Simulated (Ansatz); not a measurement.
# LiPS3 (C2/m): least direct gap against volume

The cell of LiPS3 (C2/m) is scaled evenly and the response computed anew at each volume, on one mesh. The atoms keep their fractional positions.

Cell: a, b, c = 6.570, 6.570, 6.525 Å (primitive vectors), 10 atoms.

Method: Ansatz 0.2.0, r2SCAN, independent particles, k-mesh 4×4×4 with interpolation inside its cells, Gaussian parameter 0.1 eV.

Launch of the response step: `ansatz run input.yaml --threads 4 --pin off --max-ram 8192MiB --backend cpu --events-out ev --progress --plain --runs-dir out`. The series took 22.5 min in all, on 4 threads of Intel(R) Xeon(R) Processor @ 2.50GHz (Skylake/Cascade Lake) (shared host).

| V/V₀ | V (Å³, primitive cell) | least direct gap (eV) |
| --- | --- | --- |
| 0.94 | 194.29 | 2.738 |
| 0.96 | 198.42 | 2.680 |
| 0.98 | 202.56 | 2.621 |
| 1.00 | 206.69 | 2.560 |
| 1.02 | 210.82 | 2.499 |
| 1.04 | 214.96 | 2.437 |
| 1.06 | 219.09 | ? |

For small changes the quantity should be close to linear in ln V.

Working, on the rows shown:

| x = ln(V/V₀) | y = least direct gap |
| --- | --- |
| -0.0618754 | 2.738 |
| -0.040822 | 2.68 |
| -0.0202027 | 2.621 |
| 0 | 2.56 |
| 0.0198026 | 2.499 |
| 0.0392207 | 2.437 |

Means: x̄ = -0.010646, ȳ = 2.5892. Σ(x − x̄)(y − ȳ) = -0.02131, Σ(x − x̄)² = 0.007154. Slope = -0.02131 / 0.007154 = -2.979; intercept = ȳ − slope · x̄ = 2.5574. The line misses the rows shown by at most 0.0038 eV.

Question: Predict the last column of the withheld row from the fit.

Answer: At x = 0.058269 the line gives y = 2.3838 eV. The run gave 2.374 eV, so the extrapolation is off by 0.0098 eV, 3 % of the range in the table.

Between the rows on either side of x = 0 the slope is (2.499 − 2.621) / (0.019803 − (-0.020203)) = -3.05. That is a volume deformation potential of -3.0 eV: the least direct gap on this mesh widens by 30 meV for each per cent of compression. r2SCAN gaps are as a rule too small.
